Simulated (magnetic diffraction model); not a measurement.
**MgCoGe2S6: what an assumed order does to the neutron pattern**

Space group P2_1/c (no. 14), a = 11.9970 Å, b = 11.0830 Å, c = 6.6610 Å, β = 103.68°.

| site | atom | x | y | z |
| --- | --- | --- | --- | --- |
| 4e | Ge | 0.4622 | 0.8436 | 0.7446 |
| 4e | Ge | 0.0495 | 0.8397 | 0.3250 |
| 4e | Co | 0.2447 | 0.1509 | 0.4608 |
| 4e | S | 0.6441 | 0.8409 | 0.8290 |
| 4e | S | 0.8681 | 0.8415 | 0.2539 |
| 4e | S | 0.1446 | 0.5134 | 0.7383 |
| 4e | S | 0.3740 | 0.4794 | 0.1957 |
| 4e | S | 0.1079 | 0.8201 | 0.6688 |
| 4e | S | 0.3917 | 0.7891 | 0.0027 |
| 4e | Mg | 0.2425 | 0.9895 | 0.9435 |

The compound is invented for this exercise: a known structure type with other elements, its cell scaled to their sizes and not relaxed.

Only Co is taken to order (form factors of Co2+); orders and moment sizes are assumed, and not adapted to the symmetry. Radiation: neutrons of λ = 1.909 Å, 3° to 30°; isotropic B of 0.63 Å² (Ge), 0.8 Å² (Co), 0.96 Å² (S) and 0.83 Å² (Mg). The intensities are simulated: I ∝ L Σ (|F_N|² + |F_M⊥|²) for unpolarised neutrons, with F_M = 2.695 fm/μB × Σ f(s) S exp(2πi Q·r) exp(−B s²) at Q = H ± k (one set where k and −k are equivalent), only the part normal to Q counting and L = 1/(sin²θ cos θ). For collinear order S is the moment m, which repeats by lattice and centring translations R with the sign exp(−2πi k·R). Form factors are spin-only for 3d ions and dipole or tabulated for f ions, scattering lengths are Sears's of 1992, and absorption is left out. A label names one of the reflections at its angle. The strongest nuclear line in the range is 100, and lines under 0.2 are left out.

Assume the order k = (1/2 0 0), collinear moments along [110], 2.75 μB on Co; signs + at (0.2447, 0.1509, 0.4608), − at (0.7553, 0.6509, 0.0392), − at (0.7553, 0.8491, 0.5392), + at (0.2447, 0.3491, 0.9608).

Predict the pattern, nuclear and magnetic parts apart.

```tsv
2θ (°)	index	nuclear	magnetic
4.69	(1/2 0 0)	0.0	97.2
10.94	(1/2 1 0)	0.0	23.1
13.65	(1 1 0)	4.8	0.0
14.11	(3/2 0 0)	0.0	8.8
17.25	(3/2 1 0)	0.0	9.5
18.85	(2 0 0)	14.2	0.0
19.26	(1/2 1 -1)	0.0	3.2
19.67	(0 1 1)	1.9	0.0
19.84	(0 2 0)	4.2	0.0
20.00	(1 1 -1)	12.7	0.0
20.39	(1/2 2 0)	0.0	1.0
21.16	(1/2 1 1)	0.0	7.3
21.33	(2 1 0)	1.0	0.0
21.78	(3/2 1 -1)	0.0	5.0
23.62	(5/2 0 0)	0.0	3.6
24.43	(3/2 2 0)	0.0	0.6
25.66	(5/2 1 0)	0.0	2.9
25.91	(1/2 2 -1)	0.0	9.4
26.21	(0 2 1)	2.2	0.0
26.47	(1 2 -1)	85.8	0.0
26.57	(3/2 1 1)	0.0	1.1
27.36	(1/2 2 1)	0.0	2.9
27.50	(2 2 0)	54.8	0.0
27.57	(5/2 1 -1)	0.0	1.1
27.86	(3/2 2 -1)	0.0	3.0
28.44	(3 0 0)	1.3	0.0
29.27	(1 2 1)	100.0	0.0
29.96	(2 2 -1)	1.7	0.0
```

The strongest magnetic line in the range is (1/2 0 0) at 4.69° (97.2). On top of the Lorentz factor, which all lines share, magnetic lines fade with angle because f falls: for Co2+ it is 0.91, 0.71, 0.49 and 0.18 at sin θ/λ = 0.1, 0.2, 0.3 and 0.5 Å⁻¹, while nuclear lengths stay constant. The order has no net moment.

[Logs are printed without paths, hosts, clocks, repeated set-up lines and the standing remarks that a program may print on its own settings, such as how far it seeks lower states.]
